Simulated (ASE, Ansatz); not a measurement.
# Convergence of a linear-scaling basis for twisted Ti2CO2 MXene bilayer, 7.34° (610 atoms)

Wanted: errors and times of a linear-scaling basis for twisted Ti2CO2 MXene bilayer, 7.34° (610 atoms). A setting counts as converged where the r.m.s. difference of forces stays under 1 % of the r.m.s. force.

Calculated with Ansatz 0.2.0; Kohn-Sham DFT, PBE+D4, PAW (set soft_2), plane waves.

### Step 1. The structure

The cell holds 610 atoms: 122 C, 244 Ti and 244 O. Cell: a = 23.665 Å, b = 23.665 Å, c = 23.630 Å, α = 90.0°, β = 90.0°, γ = 120.0°. It derives from Ti2CO2 (Ti2CO2 MXene). Ti2CO2 MXene (a = 3.03 Å) under Ti2CO2 MXene (a = 3.03 Å), bilayer, commensurate cell of 61 unit cells a layer, twist 7.34 deg; facing planes 2.75 Å apart; 12 Å of vacuum; layers as built, displaced by a Gaussian of 0.01 Å. Regions: layer 1, 305 atoms (61 C, 122 Ti and 122 O); layer 2, 305 atoms (61 C, 122 Ti and 122 O). Vacuum lies along c.

Limits known from the start: Beside vacuum, support functions can miss their usual error bounds without a warning. The main run has no spin polarisation, so moments on Ti can't form in it, and no Hubbard term. The Brillouin zone is sampled at Γ only, in a cell whose shortest periodic width is 20 Å.

### Step 2. Plane-wave single point

This run is the reference for what follows, at a cutoff of 420 eV.

Input file input.yaml:

```yaml
crystal:
  lattice:
    - [23.6651, 0.0, 0.0]
    - [-11.83255, 20.49458, 0.0]
    - [0.0, 0.0, 23.63]
  atoms:
    - { symbol: C, position: [0.01553, 0.78571, 0.34814] }
    - { symbol: Ti, position: [0.08706, 0.86291, 0.40296] }
    - { symbol: Ti, position: [0.09337, 0.79368, 0.29185] }
    - { symbol: O, position: [0.09365, 0.79257, 0.44232] }
    - { symbol: O, position: [0.08778, 0.86361, 0.25472] }
    - { symbol: C, position: [0.08162, 0.93439, 0.3474] }
    - { symbol: Ti, position: [0.15324, 0.01176, 0.40333] }
    - { symbol: Ti, position: [0.15909, 0.94019, 0.29206] }
    - { symbol: O, position: [0.15894, 0.94035, 0.44124] }
    - { symbol: O, position: [0.15259, 0.01037, 0.25418] }
    - { symbol: C, position: [0.03246, 0.57316, 0.34771] }
    - { symbol: Ti, position: [0.10384, 0.65068, 0.40342] }
    - { symbol: Ti, position: [0.10903, 0.57941, 0.29239] }
    - { symbol: O, position: [0.10891, 0.57919, 0.44183] }
    - { symbol: O, position: [0.10408, 0.65007, 0.25367] }
    - { symbol: C, position: [0.09871, 0.72165, 0.34694] }
    - { symbol: Ti, position: [0.16917, 0.79736, 0.40343] }
    - { symbol: Ti, position: [0.17454, 0.72695, 0.29221] }
    - { symbol: O, position: [0.17503, 0.72692, 0.44217] }
    - { symbol: O, position: [0.16962, 0.79788, 0.25372] }
    - { symbol: C, position: [0.16418, 0.86951, 0.34805] }
    - { symbol: Ti, position: [0.23548, 0.94474, 0.40347] }
    - { symbol: Ti, position: [0.24019, 0.87423, 0.2926] }
    - { symbol: O, position: [0.24092, 0.87422, 0.44137] }
    - { symbol: O, position: [0.23461, 0.94535, 0.25396] }
    - { symbol: C, position: [0.04878, 0.36083, 0.34837] }
    - { symbol: Ti, position: [0.12051, 0.43798, 0.40393] }
    - { symbol: Ti, position: [0.12538, 0.36688, 0.29244] }
    - { symbol: O, position: [0.12589, 0.36555, 0.44192] }
    - { symbol: O, position: [0.12082, 0.43742, 0.2539] }
    - { symbol: C, position: [0.11589, 0.50814, 0.34842] }
    - { symbol: Ti, position: [0.18543, 0.58418, 0.40334] }
    [... 572 atom lines left out ...]
    - { symbol: O, position: [0.02707, 0.38289, 0.55726] }
    - { symbol: C, position: [0.93461, 0.08233, 0.65161] }
    - { symbol: Ti, position: [0.01039, 0.15252, 0.7075] }
    - { symbol: Ti, position: [0.00488, 0.07633, 0.59694] }
    - { symbol: O, position: [0.00566, 0.07697, 0.74642] }
    - { symbol: O, position: [0.01057, 0.15238, 0.55724] }
kpoints:
  mp_grid: { grid: [1, 1, 1] }
hamiltonian:
  xc: pbe
  dispersion: d4
scf:
  occupations: { method: fermi_dirac, width: 0.05 }
output:
  forces: true
  populations: true
  dos:
    method: { smearing: { sigma: 0.1 } }
    de: 0.1
    projected: { site_lists: { C: [C], O: [O], Ti: [Ti] } }
  eigenvalues: true
```

Started as:

```bash
$ ansatz run input.yaml --threads 32 --pin off --max-ram 143360MiB --backend cuda --events-out ev --progress --plain --runs-dir out
```

Numbers of over 12 decimals in the logs are rounded to 6 here.

Log:

```text
Engine: ansatz 0.2.0, aarch64-unknown-linux-gnu
Pseudopotentials: kind: paw
Pseudopotential: C, paw, valence charge 4, recommended cutoff 420 eV (normal), C.paw.azcp
Pseudopotential: Ti, paw, valence charge 12, recommended cutoff 420 eV (normal), Ti.paw.azcp
Pseudopotential: O, paw, valence charge 6, recommended cutoff 420 eV (normal), O.paw.azcp
[... 5 lines on functional and potentials left out ...]
device memory: the entry about to start is reckoned to put 71.6 GiB on a device that reports 182.5 GiB free
GPU FFT provider: cuFFT
GPU libraries: cuBLAS 13.8.1, cuFFT 12.4.0, cuSOLVER 12.3.2
GPU matrix products: emulated (plane waves: as basis.precision tells), large ones in fixed point in workspaces of 1.00 GiB
Crystal: 610 atoms, lattice volume = 11460.699 Å³
Basis set: ecut = 420 eV, 223873 PW (Γ), exchange–correlation on 320×320×320 points (8 copies of the dense FFT grid, shifted against one another)
Bands: 3050, of which v1, the nominal top of the filled ones, is band 2440 counted from 1 (2439 counted from 0)
Symmetry: 1 space group operations
Space group: P1 (ITA 1), of the structure as read, at distance tolerance 2.3e-4 Å
k-points: 1
[... 7 lines on functional and potentials left out ...]
Initial density: superposition of atomic densities (neutral atoms: chi_scale 0, normalization atom), corrected by the library's trained network
Initial wavefunctions: pseudopotential atomic-orbital guess
GPU buffer pool allocated for 4096000 grid points (all kernels)
GPU transforms: local potential and band sums: pruned to the plane-wave sphere, on 160×160×160
GPU projectors: on the FFT box's points about the atoms, with room for 4667598 of them (16 bands a pass); a geometry past the room, sums that fail their trial, or a want of GPU memory keeps the tables, and a block in half precision can take them where they are the faster
Functional: x = pbe(κ = 0.804, μ = 0.219515), c = pbe(β = 0.066725)
SCF iter   1: F=—  HF=-779744.318263 eV  |F-HF|=—  |Δ(HF+E_count)|=         —  Δρ=5.17e-3  dr2=5.15e0  ethr=1.77e-3  ⟨swp⟩=7.0  Hψ=13026  notcnv=0  defer=12
preconditioner: auto → LDOS  [insulator: Δε(μ)=0.354 eV  Ē_g=8.647 eV  σ=0.050 eV  W_gap=0.94  n_scr=2542 (ndim 8)  ℏωp=18.8 eV  f_vac=0.427  D(μ)=10.19/eV (n_scr^D=8)  ε∞_Penn≈5.7  β→1.0]
SCF iter   2: F=—  HF=-779745.547427 eV  |F-HF|=—  |Δ(HF+E_count)|=    1.23e0  Δρ=8.26e-3  dr2=1.37e1  ethr=1.06e-4  ⟨swp⟩=4.0  Hψ=6886  notcnv=0  defer=263
SCF iter   3: F=—  HF=-779743.821039 eV  |F-HF|=—  |Δ(HF+E_count)|=    1.73e0  Δρ=3.65e-3  dr2=1.84e0  ethr=1.06e-4  ⟨swp⟩=2.0  Hψ=4354  notcnv=0  defer=263
SCF iter   4: F=—  HF=-779743.514415 eV  |F-HF|=—  |Δ(HF+E_count)|=   3.07e-1  Δρ=3.70e-4  dr2=7.17e-2  ethr=3.77e-5  ⟨swp⟩=2.0  Hψ=4291  notcnv=0  defer=263
SCF iter   5: F=—  HF=-779743.454056 eV  |F-HF|=—  |Δ(HF+E_count)|=   6.04e-2  Δρ=1.62e-4  dr2=4.54e-3  ethr=1.47e-6  ⟨swp⟩=3.0  Hψ=4392  notcnv=0  defer=263
SCF iter   6: F=—  HF=-779743.454230 eV  |F-HF|=—  |Δ(HF+E_count)|=   1.74e-4  Δρ=5.64e-5  dr2=4.08e-4  ethr=9.30e-8  ⟨swp⟩=2.0  Hψ=4989  notcnv=0  defer=263
SCF iter   7: F=—  HF=-779743.483415 eV  |F-HF|=—  |Δ(HF+E_count)|=   2.92e-2  Δρ=2.20e-5  dr2=1.58e-4  ethr=8.36e-9  ⟨swp⟩=4.0  Hψ=7127  notcnv=0  defer=262
SCF iter   8: F=—  HF=-779743.483410 eV  |F-HF|=—  |Δ(HF+E_count)|=   5.33e-6  Δρ=1.10e-5  dr2=6.53e-5  ethr=3.23e-9  ⟨swp⟩=2.0  Hψ=3995  notcnv=0  defer=262
SCF iter   9: F=—  HF=-779743.482392 eV  |F-HF|=—  |Δ(HF+E_count)|=   1.02e-3  Δρ=4.49e-6  dr2=3.13e-5  ethr=1.34e-9  ⟨swp⟩=2.0  Hψ=4251  notcnv=0  defer=262
SCF iter  10: F=—  HF=-779743.482391 eV  |F-HF|=—  |Δ(HF+E_count)|=   1.01e-6  Δρ=7.06e-6  dr2=1.68e-5  ethr=6.41e-10  ⟨swp⟩=2.0  Hψ=3725  notcnv=0  defer=262
SCF iter  11: F=—  HF=-779743.482389 eV  |F-HF|=—  |Δ(HF+E_count)|=   2.28e-6  Δρ=2.60e-6  dr2=2.48e-6  ethr=3.45e-10  ⟨swp⟩=2.0  Hψ=3965  notcnv=0  defer=262
SCF iter  12: F=—  HF=-779743.482389 eV  |F-HF|=—  |Δ(HF+E_count)|=   2.28e-8  Δρ=1.59e-6  dr2=3.90e-7  ethr=5.08e-11  ⟨swp⟩=3.0  Hψ=4091  notcnv=0  defer=262
SCF iter  13: F=-779743.482389 eV  HF=-779743.482389 eV  |F-HF|=1.92e-8  |Δ(HF+E_count)|=   3.84e-9  Δρ=6.48e-7  dr2=5.18e-8  ethr=2.05e-12  ⟨swp⟩=13.0  Hψ=12277  notcnv=0
SCF 1 converged in 13 iterations: F = -779743.482389 eV  dr2 = 5.18e-8
  greatest PAW one-centre occupation: 0.999 electrons in one spin orbital (limit 2), on the Ti atom at site 107 (counted from 0), in its partial waves of l = 0
SCF converged after 13 iterations
Free energy (F): -779743.482389 eV
Harris-Foulkes:  -779743.482389 eV  (|F-HF|=1.92e-8)
Internal energy: -779743.313929 eV  (E = F + TS)
E sigma→0 (E₀):  -779743.398159 eV
Entropy (-TS):   -0.168460 eV (-0.276 meV/atom)
Fermi energy:    4.361534 eV
--- Per-component energies (eV) ---
  E_band       = -77401.501587
  E_kinetic    = 120058.196929
  E_local      = -3456302.107095  (includes V_loc(G=0)·N_el)
  E_nonlocal   = 15919.897746
  E_hartree    = 1676857.638438
  E_xc         = -47980.438533
  E_vxc        = -60437.309202  (∫ρ·V_xc dr)
  E_paw        = -305721.620855  (= ΣΔE_a)
  E_vpaw       = -50356.192772  (= ΣTr[D̂ρ^β])
  E_aug_tail   = 0.639288  (compensation charges beyond the density's cutoff)
  E_ewald      = 1217540.381769
  E_disp       = -115.901615  (pairwise vdW)
  E_smearing   = -0.168460  (= −TS)
  E_closure    = -0.000000  (closes the sum)
  Σ components = -779743.482389   (vs F -779743.482389, Δ=0.00e0)
--- Forces (eV/Å), atoms counted from 1 ---
[... 610 lines of forces left out ...]
  max |Σ_I F_I| component: 7.09e-5 eV/Å
--- Band table (eV) ---
[... left out ...]
--- Löwdin populations: 610 sites ---
  site symbol       q [e]
[... 610 lines, one an atom, left out ...]
  spilling = 0.003487 (of n_electrons = 4880.000000)
```

Run time: 23 s. Hardware: 1 × NVIDIA GB200 with 32 threads of Arm Neoverse V2, shared host; peak memory 8.9 GiB; 98 s of CPU time.

The column dr2 measures how far the density is from self-consistency, as an energy; F and HF (Harris–Foulkes) agree once it is small.

That memory is the host's; the program planned up to 71.6 GiB on the GPU. Forces of this run were stored rounded, and per-atom blocks of the log weren't kept.

The run gave:

```
free energy                                      : -779743.4824 eV
free energy per atom                             : -1278.2680 eV/atom
SCF cycles                                       : 13
r.m.s. force component                           : 0.179 eV/Å
longest force                                    : 0.7432 eV/Å
Fermi energy                                     : 4.362 eV
spacing of highest filled and lowest empty level : 0.3245 eV
levels partly filled by over 2 per cent          : 7
spilling of the projection                       : 0.003487
```

Length of the force by element:

| element | coordination | atoms | mean length of the force (eV/Å) | spread | least | most |
| --- | --- | --- | --- | --- | --- | --- |
| C | all | 122 | 0.254 | 0.115 | 0.029 | 0.645 |
| O | all | 244 | 0.296 | 0.126 | 0.0234 | 0.697 |
| Ti | all | 244 | 0.288 | 0.124 | 0.0371 | 0.743 |

Löwdin charges by element (they lack the spilled electrons, 0.028 e an atom on average):

| element | coordination | atoms | mean charge (e) | spread | least | most |
| --- | --- | --- | --- | --- | --- | --- |
| C | all | 122 | -0.904 | 0.0023 | -0.910 | -0.897 |
| O | all | 244 | -0.606 | 0.0047 | -0.618 | -0.587 |
| Ti | all | 244 | 1.13 | 0.0049 | 1.12 | 1.14 |

By region:

| region | atoms | mean length of the force (eV/Å) |
| --- | --- | --- |
| layer 1 | 305 | 0.27 |
| layer 2 | 305 | 0.299 |

States in the cell by windows of 1 eV, zero at the Fermi level; some projections on atomic orbitals stand beside the total:

```
from (eV)  to (eV)  total    O p    C p   C s
      -18      -12    0.0    0.0    0.0   0.0
      -12      -11   33.0    0.8    0.3  18.8
      -11      -10  153.2    2.7    2.5  94.3
      -10       -9   57.9    0.4    0.3  40.2
       -9       -7    0.0    0.0    0.0   0.0
       -7       -6   91.1   44.7   13.2   0.7
       -6       -5  554.3  340.1   43.9   2.9
       -5       -4  797.2  538.9   58.9   7.4
       -4       -3  194.5   79.8   50.3   1.3
       -3       -2  326.0   87.4  133.3   1.3
       -2       -1  214.3   55.6   92.1   0.6
       -1        0   19.1    6.0    8.7   0.0
        0        1  253.6   37.8    8.8   1.8
        1        2  588.2   37.2   20.7   0.4
```

Between -26 and -18 eV lie 488 more states.

The stored curve holds about 2928 of the 4880 electrons; the rest, give or take the few that broadening carries across the Fermi level, lie in deeper levels below its range.

Not all projections were asked for or kept, so they needn't add up to the total.

The levels nearest the highest filled one (over half full), pooled over k-points and spins:

```csv
level less the highest filled one (eV),occupation
-0.770,2
-0.766,2
-0.0096,1.92
-0.0013,1.91
-7.0e-4,1.91
0,1.91
0.325,0.059
0.326,0.057
0.336,0.047
0.348,0.037
0.351,0.035
0.363,0.028
```

Mean Löwdin charges: C -0.90, O -0.61, Ti +1.13 e (they miss 0.35 % of the electrons, so they add up to more than the cell's charge).

### Step 3. Local order

Bonds and neighbours are counted at the geometry of the runs.

Normalised to the volume that the atoms fill. g(r), total and by pair (bins of 0.2 Å):

```csv
r (Å),total,O-O,O-Ti,O-C,Ti-Ti,Ti-C,C-C
1.90,2.60,0.00,8.15,0.00,0.00,0.00,0.00
2.10,1.97,0.00,0.18,0.00,0.00,11.95,0.00
2.30,0.28,0.00,0.00,0.00,0.00,1.72,0.00
2.50,0.00,0.00,0.00,0.00,0.00,0.00,0.00
2.70,0.04,0.07,0.00,0.17,0.00,0.00,0.00
2.90,1.37,0.47,0.00,7.95,0.09,0.00,0.32
3.10,3.35,7.16,0.00,0.00,10.27,0.00,13.85
3.30,0.04,0.26,0.00,0.00,0.00,0.00,0.00
3.50,0.42,0.22,1.20,0.00,0.00,0.00,0.00
3.70,1.53,0.26,2.32,0.00,0.00,4.66,0.00
3.90,0.10,0.21,0.22,0.00,0.00,0.00,0.00
4.10,0.71,0.27,0.20,3.79,0.00,0.00,0.00
4.30,0.35,0.17,0.19,0.00,1.67,0.00,0.00
4.50,0.10,0.15,0.21,0.00,0.06,0.00,0.00
4.70,2.43,1.58,6.07,0.00,0.18,1.33,0.00
4.90,0.82,0.25,0.19,0.05,0.18,4.27,0.00
5.10,0.95,0.18,0.17,5.26,0.17,0.00,0.00
5.30,1.45,2.49,0.16,0.31,4.80,0.00,4.71
5.50,0.15,0.20,0.14,0.33,0.16,0.00,0.00
5.70,0.31,1.16,0.16,0.31,0.15,0.00,0.00
5.90,0.16,0.10,0.15,0.28,0.14,0.18,0.00
6.10,0.89,1.93,0.13,0.27,1.91,0.29,3.53
6.30,1.25,0.37,3.40,0.27,0.15,0.25,0.00
6.50,0.94,1.45,0.30,0.29,0.13,3.41,0.00
6.70,0.67,0.14,0.27,3.15,0.12,0.25,0.00
6.90,0.49,0.14,0.47,0.26,1.51,0.24,0.00
7.10,0.96,0.13,1.98,0.22,0.14,1.52,0.03
7.30,0.47,0.36,0.23,1.44,0.35,0.24,0.47
```

Bonds by pair of elements; cutoffs follow the first minimum of g(r), held within bounds set by covalent radii, and pairs that aren't listed don't count as bonded:

```
pair A-B  cutoff (Å)  bonds  mean length (Å)  spread (Å)  shortest (Å)  B about A  A about B
    O-Ti        2.64    732             1.97       0.014          1.92          3          3
    Ti-C        2.64    732             2.19       0.014          2.14          3          6
```

How many atoms have how many bonded neighbours:

```csv
element,mean,3,6
C,6,0,122
O,3,244,0
Ti,6,0,244
```

Bond angles (no mean is given where the spread exceeds 20°):

```csv
angle,count,mean (°),spread (°)
C-Ti-O,2196,-,-
Ti-C-Ti,1830,-,-
Ti-O-Ti,732,100,0.6
O-Ti-O,732,100,0.6
C-Ti-C,732,87.8,0.5
```

Counting bonds as in the table, all C atoms have 6, all O atoms have 3 and all Ti atoms have 6 bonded neighbours.

A closer look about Ti57, which bears the longest force: 8 atoms, nearest first, numbered in the order of the input, with positions taken from that point.

```csv
atom,x,y,z,distance (Å),bonds,Fx,Fy,Fz (eV/Å)
Ti57,0.00,0.00,0.00,0.00,6,-0.697,0.214,0.145
O59,0.94,-1.44,0.92,1.95,3,0.143,-0.197,-0.229
O64,0.74,1.58,0.91,1.97,3,0.208,-0.041,-0.107
O304,-1.77,-0.12,0.92,2.00,3,0.050,0.084,-0.380
C91,1.72,0.12,-1.31,2.16,6,0.164,0.010,0.109
C56,-0.80,-1.53,-1.32,2.18,6,0.078,-0.594,0.238
C61,-0.99,1.45,-1.29,2.18,6,-0.001,0.304,-0.235
Ti87,2.69,-1.33,0.00,3.00,6,0.048,-0.095,0.039
```

The column of bonds counts only the pairs O-Ti within 2.64 Å, Ti-C within 2.64 Å; other neighbours, such as metal atoms beside each other in a compound, aren't counted, and periodic images can show an atom twice.

### Step 4. Support functions medium

The cell is solved in localised support functions. Besides, the program derives a nominal cutoff of 464 eV for this run, against the reference's 420.

This step: Kohn-Sham DFT, PBE+D4, PAW (set soft_2), localised support functions (medium) (Ansatz 0.2.0).

input.yaml, the sections that differ from step 2:

```yaml
scf:
  occupations: { method: fermi_dirac, width: 0.05 }
  eigensolver: { kind: { support_functions: { accuracy: medium } } }
  mixing: { beta: 0.2 }
  max_iter: 150
output:
  forces: true
# crystal, kpoints, hamiltonian: as in step 2
```

Log:

```text
Warning: scf.eigensolver.kind.support_functions: disabling space-group detection — the functions' gradient is summed over unrotated k-points, so no spatial operation reduces the k-mesh or symmetrises the density; time reversal is kept, so that k and −k are solved as one point where they differ and the mesh holds both, and exact exchange and, on two spinor components, a DFT+U term hold to it where the run has them: [...]
Warning: basis.ecutwfc = 464 eV, auto-derived: no grid that the accuracy of the support functions lays serves the files at the lower one that their records recommend; a deck with other species or settings can derive another value
settings of this run that can trade accuracy for cost: scf.eigensolver.kind.support_functions [...]
[...]
GPU FFT provider: cuFFT
GPU libraries: cuBLAS 13.8.1, cuFFT 12.4.0, cuSOLVER 12.3.2
[...]
Crystal: 610 atoms, lattice volume = 11460.699 Å³
Basis set: ecut = 464 eV, 260177 PW (Γ), exchange–correlation on 360×360×360 points (8 copies of the dense FFT grid, shifted against one another)
Bands: 2928, of which v1, the nominal top of the filled ones, is band 2440 counted from 1 (2439 counted from 0)
[... 1 set-up line as in the run before ...]
k-points: 1
[...]
GPU buffer pool allocated for 5832000 grid points (all kernels)
[...]
SCF iter   1: F=—  HF=-780454.814293 eV  |F-HF|=—  |Δ(HF+E_count)|=         —  Δρ=1.65e-1  dr2=3.77e3  ethr=1.00e-1
[...]
SCF iter  22: F=-779746.085310 eV  HF=-779746.085312 eV  |F-HF|=1.61e-6  |Δ(HF+E_count)|=   1.20e-5  Δρ=7.27e-6  dr2=3.62e-6  ethr=2.75e-10
SCF 1 converged in 22 iterations: F = -779746.179133 eV  dr2 = 3.62e-6
[...]
SCF converged after 22 iterations
Stability not checked: this state was not tested for a lower state beside it, because the mixer in use, unlike msr1, does not test its closes by its own steps (another_mixer; see scf.mixing.algorithm and scf.lower_state_search)
Free energy (F): -779746.179133 eV
[...]
Internal energy: -779746.010983 eV  (E = F + TS)
E sigma→0 (E₀):  -779746.095058 eV
Entropy (-TS):   -0.168150 eV (-0.276 meV/atom)
Fermi energy:    4.362196 eV
[...]
--- Forces (eV/Å), atoms counted from 1 ---
[... 610 lines of forces left out ...]
  max |Σ_I F_I| component: 8.06e-3 eV/Å
--- Band table (eV) ---
[... left out ...]
  guard bands above this table: 423 of the run's 2928 bands (output.publish_guard_bands: true publishes all)
```

The job ended after 25 s (1 × NVIDIA GB200 with 32 threads; peak memory 3.7 GiB; 90 s of CPU time).

That memory is the host's; the program planned up to 27.1 GiB on the GPU.

The program notes that the band table was not solved further than the SCF left it and it switched symmetry off.

Keys that differ from the reference: support_functions.accuracy = "medium", scf.max_iter = 150 and scf.mixing.beta = 0.2.

Forces differ from the reference by 1.00 meV/Å r.m.s., 0.56 % of their size, within a tolerance of 1 %; the energy by -4.4 meV/atom.

### Step 5. Cost against change

Each row is set against the plane-wave reference (Kohn-Sham DFT, PBE+D4, PAW (set soft_2), plane waves; r.m.s. force component 0.179 eV/Å). Energies are set beside the reference only for runs with its functional, potentials and electron count. Times are for 1 × NVIDIA GB200 with 32 threads of Arm Neoverse V2, shared host. The reference's time includes the DOS, which some other runs skip.

| run | Δ force, r.m.s. (meV/Å) | share of r.m.s. force (%) | Δ energy (meV/atom) | Δ gap (eV) | cycles | time | host memory (GiB) | planned on the GPU (GiB) |
| --- | --- | --- | --- | --- | --- | --- | --- | --- |
| reference | - | - | - | - | 13 | 23 s | 8.9 | 72 |
| support functions medium | 0.999 | 0.558 | -4.42 | 2.0e-4 | 22 | 25 s | 3.7 | 27 |

### Step 6. What came out

| Property | Result |
| --- | --- |
| free energy per atom | -1278.2680 eV/atom |
| r.m.s. force component | 0.179 eV/Å |
| spacing of highest filled and lowest empty level | 0.3245 eV |
| wall time of the 2 DFT runs | 47 s |

In words: Against plane waves at 420 eV, the forces differ by 1.00 meV/Å (0.56 %) with support functions medium. In energy the support functions at preset levels lie below plane waves at 420 eV. Their grid holds more waves than that cutoff, so part of the difference is likely the reference's own basis error.

The highest filled and lowest empty levels lie 0.325 eV apart (at Γ alone), but 7 levels are partly filled, by over 2 %, under the smearing. Counting bonds as in the table, all C atoms have 6, all O atoms have 3 and all Ti atoms have 6 bonded neighbours.

Caveats: The geometry was built by rule, was displaced at random and isn't relaxed at this level: its force components are 0.18 eV/Å r.m.s.

[Logs are printed without paths, hosts, clocks, repeated set-up lines and the standing remarks that a program may print on its own settings, such as how far it seeks lower states.]

[Hosts, paths, dates, database ids (printed as entryN), source tags and the programs' standing remarks are cut or masked in the printed files.]
